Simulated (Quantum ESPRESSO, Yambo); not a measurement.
Planning a run of Yambo 5.3.0 on CdWO4 (P2/c). The input:

```
HF_and_locXC
gw0
dyson
ppa
em1d
rim_cut
RandQpts= 1000000
RandGvec= 1 RL
EXXRLvcs= 94 Ry
VXCRLvcs= 376 Ry
Chimod= "HARTREE"
% BndsRnXp
 1 | 176 |
%
NGsBlkXp= 6 Ry
% LongDrXp
 1 | 1 | 1 |
%
% GbndRnge
 1 | 176 |
%
DysSolver= "n"
ExtendOut
PPAPntXp= 27.21138 eV
% QPkrange
 3 | 3 | 57 | 60 |
 1 | 1 | 57 | 60 |
%
```

```sh
OMP_NUM_THREADS=2 mpirun -n 4 yambo -F gw2.in -J gw2 -C gw2 > gw2.log
```

The stored states that it reads are on a 4×2×2 mesh. Symmetry: P2/c, No. 13, monoclinic system. Conventional cell: a = 5.040 Å, b = 5.870 Å, c = 5.084 Å, α = 90.00°, β = 91.48°, γ = 90.00°. Nearest to Cd lie 6 O at 2.20 to 2.43 Å. W has 6 O at 1.78 to 2.15 Å nearest. O has 2 W at 1.92 to 2.15 Å and 1 Cd at 2.20 Å nearest. O has 1 W at 1.78 Å and 2 Cd at 2.28 to 2.43 Å nearest. Farther neighbours and most contacts between anions are not listed.

**Question.** Estimate wall time and host memory on 4 MPI ranks of Arm Neoverse V2, shared host.

It took 2.3 min; on shared hardware allow 68 s to 4.5 min. Peak host memory was 7.4 GiB.

The screening grows as filled bands × empty bands × pairs of k points, times the square of the screening basis for the matrix.

[Paths, hosts, dates, memory and timing lines, banners, echoed tables and standing remarks are left out of the program output.]

[Logs are printed without paths, hosts, clocks, repeated set-up lines and the standing remarks that a program may print on its own settings, such as how far it seeks lower states.]

[Runs of the session that timed out or met a known fault of the program may be left out.]

[Hosts, paths, dates, database ids (printed as entryN), source tags and the programs' standing remarks are cut or masked in the printed files.]
